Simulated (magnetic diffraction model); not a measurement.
# DyBiPbSe₄: what an assumed order does to the neutron pattern

Space group Pnma (no. 62), a = 12.6550 Å, b = 4.2410 Å, c = 15.3380 Å.

| site | atom | x | y | z |
| --- | --- | --- | --- | --- |
| 4c | Bi | 0.0709 | 3/4 | 0.3886 |
| 4c | Pb | 0.7433 | 3/4 | 0.3401 |
| 4c | Dy | 0.0790 | 3/4 | 0.8964 |
| 4c | Se | 0.0829 | 3/4 | 0.5786 |
| 4c | Se | 0.2916 | 3/4 | 0.8282 |
| 4c | Se | 0.3657 | 3/4 | 0.5258 |
| 4c | Se | 0.4796 | 3/4 | 0.2804 |

This is a made-up structure (elements placed in a structure type, unrelaxed), so the numbers test the method and describe no known phase.

Only Dy is taken to order (form factors of Dy3+); orders and moment sizes are assumed, and not adapted to the symmetry. Radiation: neutrons of λ = 2.567 Å (absorption by Dy left out), 3° to 45°; isotropic B of 0.32 Å² (Bi), 0.33 Å² (Pb), 0.37 Å² (Dy) and 0.4 Å² (Se). Simulated constant-wavelength pattern: nuclear and magnetic terms add, the magnetic one as |2.695 fm × Σ f S⊥ exp(2πi Q·r) exp(−B s²)|², summed over all Q at one angle with the factor 1/(sin²θ cos θ). For collinear order S is the moment m, which repeats by lattice and centring translations R with the sign exp(−2πi k·R). Free-ion form factors, Sears's scattering lengths of 1992, no absorption; a label names one of the reflections at its angle. The strongest nuclear line in the range is 100, and lines under 0.2 are left out.

Assume the order k = (0 1/2 1/2), collinear moments along [001], 6.3 μB on Dy; signs + at (0.0790, 3/4, 0.8964), + at (0.4210, 1/4, 0.3964), − at (0.5790, 3/4, 0.6036), − at (0.9210, 1/4, 0.1036).

Q: Where does magnetic intensity appear, and how strong is it?

| 2θ (°) | index | nuclear | magnetic |
| --- | --- | --- | --- |
| 15.11 | (1 0 1) | 50.2 | 0.0 |
| 18.07 | (0 1/2 -1/2) | 0.0 | 26.6 |
| 19.27 | (0 0 2) | 2.0 | 0.0 |
| 21.55 | (1 1/2 1/2) | 0.0 | 155.1 |
| 22.57 | (1 0 2) | 13.4 | 0.0 |
| 22.68 | (0 1/2 3/2) | 0.0 | 52.3 |
| 23.41 | (2 0 0) | 26.2 | 0.0 |
| 25.35 | (2 0 1) | 9.1 | 0.0 |
| 25.56 | (1 1/2 3/2) | 0.0 | 3.5 |
| 29.73 | (2 1/2 1/2) | 0.0 | 20.1 |
| 29.93 | (0 1/2 -5/2) | 0.0 | 9.9 |
| 30.49 | (2 0 2) | 10.9 | 0.0 |
| 32.21 | (1 1/2 5/2) | 0.0 | 17.0 |
| 32.82 | (2 1/2 3/2) | 0.0 | 66.0 |
| 36.60 | (0 1 1) | 0.3 | 0.0 |
| 36.79 | (3 0 1) | 3.3 | 0.0 |
| 37.66 | (2 0 3) | 21.4 | 0.0 |
| 38.34 | (2 1/2 5/2) | 0.0 | 20.4 |
| 38.53 | (1 1 1) | 3.6 | 0.0 |
| 39.11 | (0 0 4) | 61.4 | 0.0 |
| 40.04 | (3 1/2 -1/2) | 0.0 | 44.5 |
| 40.35 | (1 1/2 7/2) | 0.0 | 15.3 |
| 40.64 | (3 0 2) | 100.0 | 0.0 |
| 40.94 | (1 0 4) | 1.3 | 0.0 |
| 42.25 | (1 1 2) | 68.3 | 0.0 |
| 42.48 | (3 1/2 3/2) | 0.0 | 1.6 |
| 42.73 | (2 1 0) | 43.1 | 0.0 |
| 43.90 | (2 1 1) | 1.3 | 0.0 |

The strongest magnetic line in the range is (1 1/2 1/2) at 21.55° (155.1). On top of the Lorentz factor, which all lines share, magnetic lines fade with angle because f falls: for Dy3+ it is 0.96, 0.84, 0.69 and 0.41 at sin θ/λ = 0.1, 0.2, 0.3 and 0.5 Å⁻¹, while nuclear lengths stay constant. The order has no net moment.
